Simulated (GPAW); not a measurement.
# The B K excitation threshold of BAs (F-43m) under uniform strain

For each volume the threshold was computed as E(hole) − E(ground) plus the lowest empty eigenvalue of the hole cell (GPAW, PBE, 12-atom cell, total energies on 4×3×4 k points, the eigenvalue on 5×5×5, hole spin-paired). The values are raw, 6 eV above the value with the free atom's term for the hole's spin taken off; only their change is used. The threshold is the spectrum's zero, where absorption may be weak, not the visible edge.

| volume | ln(V/V₀) | threshold (eV) |
| --- | --- | --- |
| V × 0.94 | -0.06188 | 194.446 |
| V × 0.97 | -0.03046 | 194.550 |
| V × 1 | +0.00000 | 194.648 |
| V × 1.03 | +0.02956 | 194.740 |
| V × 1.06 | +0.05827 | ? |

Q: Fit a straight line in ln(V/V₀), give its slope, and predict the threshold at V × 1.06.

The means of the given rows are x̄ = -0.01570 and Ē = 194.596 eV. Σ(x − x̄)(E − Ē) = 0.01494 and Σ(x − x̄)² = 0.004645, so the slope is +3.22 eV, and the line passes the given rows within 0.002 eV. At x = +0.05827 it gives 194.596 + (+3.22) × (+0.07397) = 194.834 eV. The run gives 194.826 eV, a miss of +0.008 eV over a total move of +0.380 eV. The slope is the clamped-ion volume deformation potential of the lowest empty level of the hole cell on this mesh (the hole may pull it below the band edge) against the B 1s level, with the hole's relaxation included: the threshold rises by 0.032 eV for 1 % of expansion. The charged cell's image error also scales with the cell's size and isn't taken out.

[Hosts, paths, dates, database ids (printed as entryN), source tags and the programs' standing remarks are cut or masked in the printed files.]

[Lists of maxima count a maximum above −3 eV only where it reaches 4 % of the highest in the window and stands out from its surroundings by 2 % of it (1.5 % where it reaches 55 %); shoulders and weaker maxima are passed over, and of the rest the first, up to two pre-edge ones and the few strongest are named.]
